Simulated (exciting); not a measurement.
# LiCaF3: the F K edge from the Bethe–Salpeter equation

Aim: the F K absorption edge of LiCaF3 with the electron–hole interaction treated explicitly, and what each term of the kernel does.

Method: X-ray absorption, core-level Bethe-Salpeter equation, exchange and statically screened direct term, Tamm-Dancoff, all-electron LAPW+lo LDA, in exciting sodium.

### 1. Set-up

It takes space group Pm-3m (No. 221, cubic). Conventional cell: a = 3.761 Å, b = 3.761 Å, c = 3.761 Å, α = 90.00°, β = 90.00°, γ = 90.00°. Nearest to Ca lie 12 F at 2.66 Å. Nearest to F lie 2 Li at 1.88 Å and 4 Ca at 2.66 Å. Nearest to Li lie 6 F at 1.88 Å. Farther neighbours and most contacts between anions are not listed.

As a file:

```xyz
5
Lattice="3.7612 0.0000 0.0000 0.0000 3.7612 0.0000 0.0000 0.0000 3.7612" Properties=species:S:1:pos:R:3 pbc="T T T"
Ca    0.0000    0.0000    0.0000
F     1.8806    0.0000    1.8806
F     1.8806    1.8806    0.0000
F     0.0000    1.8806    1.8806
Li    1.8806    1.8806    1.8806
```

Differences between curves are given as r.m.s. difference over r.m.s. height.

### 2. Ground state

The species files are the program's own, with muffin-tin radii set in the input.

File input.xml:

```
<input>
  <title>LiCaF3</title>
  <structure speciespath="." autormt="false" epslat="1.0e-5">
    <crystal>
      <basevect>7.1077210466 0.0000000000 0.0000000000</basevect>
      <basevect>0.0000000000 7.1077210466 0.0000000000</basevect>
      <basevect>0.0000000000 0.0000000000 7.1077210466</basevect>
    </crystal>
    <species speciesfile="Ca.xml" rmt="2.408">
      <atom coord="0.0000000000 0.0000000000 0.0000000000"/>
    </species>
    <species speciesfile="F.xml" rmt="1.587">
      <atom coord="0.5000000000 0.0000000000 0.5000000000"/>
      <atom coord="0.5000000000 0.5000000000 0.0000000000"/>
      <atom coord="0.0000000000 0.5000000000 0.5000000000"/>
    </species>
    <species speciesfile="Li.xml" rmt="1.860">
      <atom coord="0.5000000000 0.5000000000 0.5000000000"/>
    </species>
  </structure>
  <groundstate do="fromscratch" xctype="LDA_PW" ngridk="4 4 4" rgkmax="7" gmaxvr="14" nempty="8" swidth="0.001" maxscl="100" epsengy="1e-5"/>
</input>
```

The run is started by

```sh
$ OMP_NUM_THREADS=1 mpirun -n 4 exciting
```

Numbers of over 12 decimals in the logs are rounded to 6 here.

The program printed:

```text
EXCITING SODIUM started
********************************************************************************
* Ground-state run starting from atomic densities                              *
********************************************************************************
+ Starting initialization                                                      +
[... lattice and species ...]
 Spin treatment                             :    spin-unpolarised
 Number of Bravais lattice symmetries       :      48
[...]
+ Self-consistent loop stopped                                                 +
 STATE.OUT is written
********************************************************************************
* Groundstate module stopped                                                   *
********************************************************************************
 Total time spent (seconds)                 :        93.61
- CAUTION! Warnings have been written in file WARNING.OUT !                    -
| EXCITING SODIUM stopped                                                      =
[key lines of the parts left out:]
Total energy                               :      -984.64550011
Fermi energy                               :         0.13534381
```

Wall time 96 s (4 MPI ranks of Intel Xeon at 2.50GHz (Skylake/Cascade Lake), shared host).

The warnings file holds hints only, no warning.

The mesh shows a gap of 6.38 eV. Core levels (Dirac, from the valence top):

```
atom  level  energy (eV)
  Ca  1s1/2      -3928.1
  Ca  2s1/2       -403.5
  Ca  2p1/2       -327.4
  Ca  2p3/2       -323.7
   F  1s1/2       -646.8
```

### 3. A richer basis for the empty states

Each species file gets more local orbitals, built from u and its energy derivative at 0.15 Ha and u at 0.9 Ha.

input.xml is that of step 2.

File SPECIES.xml, added lines:

```
<lo l="L">  <!-- L = 0, 1, 2 -->
  <wf matchingOrder="0" trialEnergy="0.1500" searchE="false"/>
  <wf matchingOrder="1" trialEnergy="0.1500" searchE="false"/>
  <wf matchingOrder="0" trialEnergy="0.9000" searchE="false"/>
</lo>
```

The run is started by

```sh
$ OMP_NUM_THREADS=1 mpirun -n 4 exciting
```

The program printed:

```text
EXCITING SODIUM started
********************************************************************************
* Ground-state run starting from atomic densities                              *
********************************************************************************
+ Starting initialization                                                      +
[... lattice and species ...]
 Spin treatment                             :    spin-unpolarised
 Number of Bravais lattice symmetries       :      48
[...]
+ Self-consistent loop stopped                                                 +
 STATE.OUT is written
********************************************************************************
* Groundstate module stopped                                                   *
********************************************************************************
 Total time spent (seconds)                 :       105.00
- CAUTION! Warnings have been written in file WARNING.OUT !                    -
| EXCITING SODIUM stopped                                                      =
[key lines of the parts left out:]
Total energy                               :      -984.64652183
Fermi energy                               :         0.13580138
```

Run time: 1.8 min. Hardware: 4 MPI ranks.

Against the first ground state the total energy moves by -6 meV an atom and the gap by -0.01 eV.

### 4. Screening, kernels and BSE for F atom 2

The absorber has 2 Li at 1.88 Å (linear, site symmetry 4/mmm).

input.xml, as its differences from that of step 3:

```diff
@@ -20,3 +20,20 @@
   </structure>
-  <groundstate do="fromscratch" xctype="LDA_PW" ngridk="4 4 4" rgkmax="7" gmaxvr="14" nempty="8" swidth="0.001" maxscl="100" epsengy="1e-5"/>
+  <groundstate do="skip" xctype="LDA_PW" ngridk="4 4 4" rgkmax="7" gmaxvr="14" nempty="8" swidth="0.001" maxscl="100" epsengy="1e-5"/>
+  <xs xstype="BSE" ngridk="4 4 4" ngridq="4 4 4" vkloff="0.097 0.273 0.493" rgkmax="7" nempty="29" gqmax="3" lmaxapwwf="5" lmaxemat="2" broad="0.01654" tevout="true">
+    <energywindow intv="23.559 25.176" points="439"/>
+    <screening screentype="full" nempty="48"/>
+    <BSE xas="true" xasspecies="2" xasatom="1" xasedge="K" bsetype="singlet" nstlxas="1 25"/>
+    <qpointset>
+      <qpoint>0 0 0</qpoint>
+    </qpointset>
+    <plan>
+      <doonly task="xsgeneigvec"/>
+      <doonly task="writepmatxs"/>
+      <doonly task="scrgeneigvec"/>
+      <doonly task="scrwritepmat"/>
+      <doonly task="screen"/>
+      <doonly task="scrcoulint"/>
+      <doonly task="exccoulint"/>
+    </plan>
+  </xs>
 </input>
```

File input.xml for the last start (plan only):

```
  <plan>
    <doonly task="bse"/>
  </plan>
```

The run is started by

```sh
$ OMP_NUM_THREADS=1 mpirun -n 4 exciting
$ OMP_NUM_THREADS=4 exciting
```

The program printed:

```text
| EXCITING SODIUM started for task xsgeneigvec ( 301)                          =
One-shot GS runs for BSE calculations
One-shot GS runs for k+qmt/2 grids
Info(xsgeneigvec): Generating eigenvectors for Q-point      1
Info(xsgeneigvec): Generation of eigenvectors finished
| EXCITING SODIUM started for task writepmatxs ( 320)                          =
Info(writepmatxs): Momentum matrix elements finished
| EXCITING SODIUM started for task scrgeneigvec ( 401)                         =
One-shot GS runs for BSE calculations
One-shot GS runs for k+qmt/2 grids
[...]
Info(setup_bse_block): Setting up RR part of hamiltonian
Info(setup_bse_block): Singlet spin state
Info(bse): Diagonalizing RR Hamiltonian (TDA)
Info(bse): Invoking Lapack routine ZHEEVR
      3200 eigen solutions found in the interval:
         i1=       1 i2=    3200
Info(bse): Writing excition energies and oscillator strengths to text file.
Info(makespectrum_dist): Making spectrum using formula for coupling with time reversed AR basis.
Info(makespectrum_dist): Using formalism for vanishing momentum transfer.
Info(writederived): Writing quantities derived from the macroscopic dielectric function.
Info(bselauncher): Spectrum finished for iqmt=  1
Info(bselauncher): All done for BSE type singlet
```

Elapsed: 26 min, on 4 MPI ranks.

Wall time by task: xsgeneigvec 26 s, writepmatxs 22 s, scrgeneigvec 25 s, scrwritepmat 13 s, screen 4.6 min, scrcoulint 10 min, exccoulint 8.2 min, bse 61 s.

The F K spectrum of F atom 2 (energy from the Kohn–Sham onset, core level to the lowest empty state found on the meshes used, 653.09 eV; the ground-state mesh sets it, and the shifted mesh has its lowest transition 0.21 eV above it; Im ε scaled to the maximum of the singlet run; cut below the end of the band set):

```
E (eV)  Im ε
  -5.0  0.02
  -4.5  0.03
  -4.0  0.04
  -3.5  0.05
  -3.0  0.08
  -2.5  0.15
  -2.0  0.33
  -1.5  0.87
  -1.0  0.78
  -0.5  0.62
   0.0  0.39
   0.5  0.26
   1.0  0.21
   1.5  0.21
   2.0  0.25
   2.5  0.30
   3.0  0.27
   3.5  0.25
   4.0  0.26
   4.5  0.29
   5.0  0.34
   5.5  0.40
   6.0  0.46
   6.5  0.60
   7.0  0.95
   7.5  0.62
   8.0  0.46
   8.5  0.30
   9.0  0.24
   9.5  0.19
  10.0  0.15
  10.5  0.12
  11.0  0.11
  11.5  0.10
  12.0  0.09
  12.5  0.12
  13.0  0.17
  13.5  0.17
  14.0  0.15
  14.5  0.13
  15.0  0.13
  15.5  0.20
  16.0  0.23
  16.5  0.22
  17.0  0.18
  17.5  0.15
  18.0  0.12
  18.5  0.11
  19.0  0.10
  19.5  0.08
  20.0  0.09
```

Maxima (height): -1.3 eV (1.00), 2.5 eV (0.30), 7.0 eV (0.96), 13.2 eV (0.18) and 16.0 eV (0.23).

The Hamiltonian has 3200 rows. The lowest groups of eigenvalues and the brightest ones, on the scale above (the program counts from the shifted mesh's onset, 0.21 eV higher). Core spinors bring spin-forbidden partners, so dark means forbidden by spin or by symmetry, and the shifted mesh splits states that symmetry would keep together:

```
energy (eV)  states within 10 meV  relative strength
     -1.784                     2               dark
     -1.480                     2               dark
     -1.372                     1               dark
     -1.357                     1               dark
     -1.345                     1               0.73
     -1.330                     1               0.76
     -0.382                     2               0.15
      5.191                     2               0.14
      5.811                     1               0.15
      7.020                     3               1.00
      8.010                     2               0.17
```

### 5. Independent particles

input.xml, as its differences from that of step 4:

```diff
@@ -24,3 +24,3 @@
     <screening screentype="full" nempty="48"/>
-    <BSE xas="true" xasspecies="2" xasatom="1" xasedge="K" bsetype="singlet" nstlxas="1 25"/>
+    <BSE xas="true" xasspecies="2" xasatom="1" xasedge="K" bsetype="IP" nstlxas="1 25"/>
     <qpointset>
@@ -29,9 +29,3 @@
     <plan>
-      <doonly task="xsgeneigvec"/>
-      <doonly task="writepmatxs"/>
-      <doonly task="scrgeneigvec"/>
-      <doonly task="scrwritepmat"/>
-      <doonly task="screen"/>
-      <doonly task="scrcoulint"/>
-      <doonly task="exccoulint"/>
+      <doonly task="bse"/>
     </plan>
```

The run is started by

```sh
$ OMP_NUM_THREADS=4 exciting
```

The program printed:

```text
| EXCITING SODIUM started for task bse ( 445)                                  =
Info(bselauncher): Init time:    1.330400
Info(bselauncher): Setting up and diagonalizing BSE Hamiltonian.
Info(bselauncher): Using momentum transfer vectors from list :   1 to  1
Info(bselauncher): Distributing qmt-points over   1 processes.
Info(bselauncher): BSE type: IP
Info(bselauncher): Momentum transfer list index: iqmt=  1
Info(bselauncher): Momentum transfer: vqmtl=   0.000   0.000   0.000
Info(bse): Inspecting occupations...
Info(setranges_modxs): Number of non-reduced k-points:       64
[...]
highest unoccupied state:  42
  Opening gap with a scissor of:      0.000/H      0.000/eV
Info(select_transitions): Number of participating transitions:    3200
Info(bse): Selecting transitions...
Info(bse):bsegap (eV):   653.297234
Info(bse): IP requested, nothing much to do
Info(bse): Writing excition energies and oscillator strengths to text file.
Info(makespectrum_dist): Making spectrum using formula for coupling with time reversed AR basis.
Info(makespectrum_dist): Using formalism for vanishing momentum transfer.
Info(writederived): Writing quantities derived from the macroscopic dielectric function.
Info(bselauncher): Spectrum finished for iqmt=  1
Info(bselauncher): All done for BSE type IP
```

Elapsed: 3 s, on 4 threads.

Maxima (height): 2.1 eV (0.43), 7.0 eV (0.28), 10.7 eV (0.54), 12.3 eV (0.76) and 18.9 eV (0.31); 2 lower ones aren't listed. Against the singlet run the r.m.s. difference is 89 %. Moving the earlier curve by +3.6 eV leaves 51 %. The highest maximum lies at 12.3 eV (0.76), against -1.3 eV (1.00).

### 6. Exchange alone

input.xml, as its differences from that of step 5:

```diff
@@ -24,3 +24,3 @@
     <screening screentype="full" nempty="48"/>
-    <BSE xas="true" xasspecies="2" xasatom="1" xasedge="K" bsetype="IP" nstlxas="1 25"/>
+    <BSE xas="true" xasspecies="2" xasatom="1" xasedge="K" bsetype="RPA" nstlxas="1 25"/>
     <qpointset>
```

The run is started by

```sh
$ OMP_NUM_THREADS=4 exciting
```

The program printed:

```text
| EXCITING SODIUM started for task bse ( 445)                                  =
Info(bselauncher): Init time:    1.563432
Info(bselauncher): Setting up and diagonalizing BSE Hamiltonian.
Info(bselauncher): Using momentum transfer vectors from list :   1 to  1
Info(bselauncher): Distributing qmt-points over   1 processes.
Info(bselauncher): BSE type: RPA
Info(bselauncher): Momentum transfer list index: iqmt=  1
Info(bselauncher): Momentum transfer: vqmtl=   0.000   0.000   0.000
Info(bse): Inspecting occupations...
Info(setranges_modxs): Number of non-reduced k-points:       64
[...]
Info(setup_bse_block): Setting up RR part of hamiltonian
Info(setup_bse_block): Using RPA approximation
Info(bse): Diagonalizing RR Hamiltonian (TDA)
Info(bse): Invoking Lapack routine ZHEEVR
      3200 eigen solutions found in the interval:
         i1=       1 i2=    3200
Info(bse): Writing excition energies and oscillator strengths to text file.
Info(makespectrum_dist): Making spectrum using formula for coupling with time reversed AR basis.
Info(makespectrum_dist): Using formalism for vanishing momentum transfer.
Info(writederived): Writing quantities derived from the macroscopic dielectric function.
Info(bselauncher): Spectrum finished for iqmt=  1
Info(bselauncher): All done for BSE type RPA
```

Run time: 63 s. Hardware: 4 threads.

Maxima (height): 2.1 eV (0.42), 7.0 eV (0.27), 10.7 eV (0.52), 12.3 eV (0.78) and 18.9 eV (0.31); 2 lower ones aren't listed. Against the independent-particle run the r.m.s. difference is 3 %.

### 7. Local-field cutoff

Changed against the first singlet run: cutoff of the screened term (bohr⁻¹) from 3 to 4.

input.xml, as its differences from that of step 6:

```diff
@@ -21,6 +21,6 @@
   <groundstate do="skip" xctype="LDA_PW" ngridk="4 4 4" rgkmax="7" gmaxvr="14" nempty="8" swidth="0.001" maxscl="100" epsengy="1e-5"/>
-  <xs xstype="BSE" ngridk="4 4 4" ngridq="4 4 4" vkloff="0.097 0.273 0.493" rgkmax="7" nempty="29" gqmax="3" lmaxapwwf="5" lmaxemat="2" broad="0.01654" tevout="true">
+  <xs xstype="BSE" ngridk="4 4 4" ngridq="4 4 4" vkloff="0.097 0.273 0.493" rgkmax="7" nempty="29" gqmax="4" lmaxapwwf="5" lmaxemat="2" broad="0.01654" tevout="true">
     <energywindow intv="23.559 25.176" points="439"/>
     <screening screentype="full" nempty="48"/>
-    <BSE xas="true" xasspecies="2" xasatom="1" xasedge="K" bsetype="RPA" nstlxas="1 25"/>
+    <BSE xas="true" xasspecies="2" xasatom="1" xasedge="K" bsetype="singlet" nstlxas="1 25"/>
     <qpointset>
@@ -29,3 +29,5 @@
     <plan>
-      <doonly task="bse"/>
+      <doonly task="xsgeneigvec"/>
+      <doonly task="screen"/>
+      <doonly task="scrcoulint"/>
     </plan>
```

File input.xml for the exchange start (cutoff and plan only):

```
  gqmax="3"
  <plan>
    <doonly task="exccoulint"/>
  </plan>
```

File input.xml for the last start (plan only):

```
  <plan>
    <doonly task="bse"/>
  </plan>
```

The run is started by

```sh
$ OMP_NUM_THREADS=1 mpirun -n 4 exciting
$ OMP_NUM_THREADS=1 mpirun -n 4 exciting
$ OMP_NUM_THREADS=4 exciting
```

The program printed:

```text
| EXCITING SODIUM started for task xsgeneigvec ( 301)                          =
One-shot GS runs for BSE calculations
One-shot GS runs for k+qmt/2 grids
Info(xsgeneigvec): Generating eigenvectors for Q-point      1
Info(xsgeneigvec): Generation of eigenvectors finished
| EXCITING SODIUM started for task screen ( 430)                               =
Info(screenlauncher): Calculating screening for unshifted q-grid.
Info(screenlauncher): Number of q points:      10
Info(screenlauncher): lowest (partially)  unoccupied state:     18
[...]
Info(setup_bse_block): Setting up RR part of hamiltonian
Info(setup_bse_block): Singlet spin state
Info(bse): Diagonalizing RR Hamiltonian (TDA)
Info(bse): Invoking Lapack routine ZHEEVR
      3200 eigen solutions found in the interval:
         i1=       1 i2=    3200
Info(bse): Writing excition energies and oscillator strengths to text file.
Info(makespectrum_dist): Making spectrum using formula for coupling with time reversed AR basis.
Info(makespectrum_dist): Using formalism for vanishing momentum transfer.
Info(writederived): Writing quantities derived from the macroscopic dielectric function.
Info(bselauncher): Spectrum finished for iqmt=  1
Info(bselauncher): All done for BSE type singlet
```

Run time: 31 min. Hardware: 4 MPI ranks.

Wall time by task: xsgeneigvec 18 s, screen 6.5 min, scrcoulint 15 min, exccoulint 8.3 min, bse 51 s.

Against the singlet run the r.m.s. difference is 13 %. The highest maximum lies at -1.4 eV (1.07), against -1.3 eV (1.00). The first bright state moves from -1.35 to -1.41 eV. The kernels miss the short-range part of the Coulomb interaction, its components above their cutoff.

```
E (eV)  first run  this run
  -5.0       0.02      0.02
  -4.0       0.04      0.04
  -3.0       0.08      0.09
  -2.0       0.33      0.40
  -1.0       0.78      0.76
   0.0       0.39      0.37
   1.0       0.21      0.21
   2.0       0.25      0.26
   3.0       0.27      0.27
   4.0       0.26      0.28
   5.0       0.34      0.37
   6.0       0.46      0.54
   7.0       0.95      0.85
   8.0       0.46      0.38
   9.0       0.24      0.22
  10.0       0.15      0.13
  11.0       0.11      0.11
  12.0       0.09      0.09
  13.0       0.17      0.17
  14.0       0.15      0.14
  15.0       0.13      0.13
  16.0       0.23      0.22
  17.0       0.18      0.17
  18.0       0.12      0.11
  19.0       0.10      0.09
  20.0       0.09      0.08
```

### 8. The levels of theory side by side

```
  level  curve passes 0.15 (eV)  highest maximum (eV)  its height
     IP                     0.7                  12.3        0.76
    RPA                     0.8                  12.3        0.78
singlet                    -2.4                  -1.3        1.00
```

```
E (eV)    IP   RPA  singlet
  -5.0  0.01  0.01     0.02
  -4.0  0.01  0.01     0.04
  -3.0  0.01  0.01     0.08
  -2.0  0.02  0.01     0.33
  -1.0  0.03  0.02     0.78
   0.0  0.06  0.06     0.39
   1.0  0.22  0.21     0.21
   2.0  0.42  0.41     0.25
   3.0  0.19  0.19     0.27
   4.0  0.20  0.19     0.26
   5.0  0.24  0.24     0.34
   6.0  0.21  0.21     0.46
   7.0  0.28  0.27     0.95
   8.0  0.25  0.25     0.46
   9.0  0.28  0.27     0.24
  10.0  0.44  0.44     0.15
  11.0  0.52  0.50     0.11
  12.0  0.70  0.68     0.09
  13.0  0.38  0.41     0.17
  14.0  0.19  0.19     0.15
  15.0  0.20  0.20     0.13
  16.0  0.15  0.16     0.23
  17.0  0.22  0.22     0.18
  18.0  0.30  0.30     0.12
  19.0  0.31  0.31     0.10
  20.0  0.24  0.25     0.09
```

### 9. Summary of results

* absorber and edge: F K, atom 2
* surroundings: 2 Li at 1.88 Å (linear, site symmetry 4/mmm)
* first bright state: -1.35 eV from the Kohn–Sham onset, on this mesh
* highest maximum: -1.3 eV
* cost of the BSE run: 26 min on 4 MPI ranks of Intel Xeon at 2.50GHz (Skylake/Cascade Lake), shared host; the last task ran on as many threads

**Reading.** Is a core exciton bound? Yes on this mesh: the first bright state (over 5 % of the brightest) lies at -1.35 eV from the Kohn–Sham onset and at -1.56 eV from the lowest bare transition of its own mesh; weaker or dark states reach down to -1.78 eV. Changing the cutoff of the screened term (bohr⁻¹) from 3 to 4 alters the spectrum by 13 % r.m.s. Exchange alone changes the independent-particle spectrum by 3 % r.m.s. A mesh of 64 points doesn't converge binding energies, and fine structure above the first lines is partly noise of the mesh. The kernel cutoff is low for a compact core orbital, so the effect of exchange is a lower bound. The zero comes from the unshifted 4×4×4 ground-state mesh; it is exact only where the band minimum lies on that mesh. The Kohn–Sham onset, 653 eV, is no photon energy: the scale needs a rigid shift. Bands and screening come from semilocal DFT, whose small gap overscreens. Vibrations and energy-dependent lifetimes are left out. The structure is a Materials Project entry, computed there, and may be a hypothetical form.

[Banner, clock and machine lines of the logs are left out without a mark of their own.]

[Logs are printed without paths, hosts, clocks, repeated set-up lines and the standing remarks that a program may print on its own settings, such as how far it seeks lower states.]

[Hosts, paths, dates, database ids (printed as entryN), source tags and the programs' standing remarks are cut or masked in the printed files.]
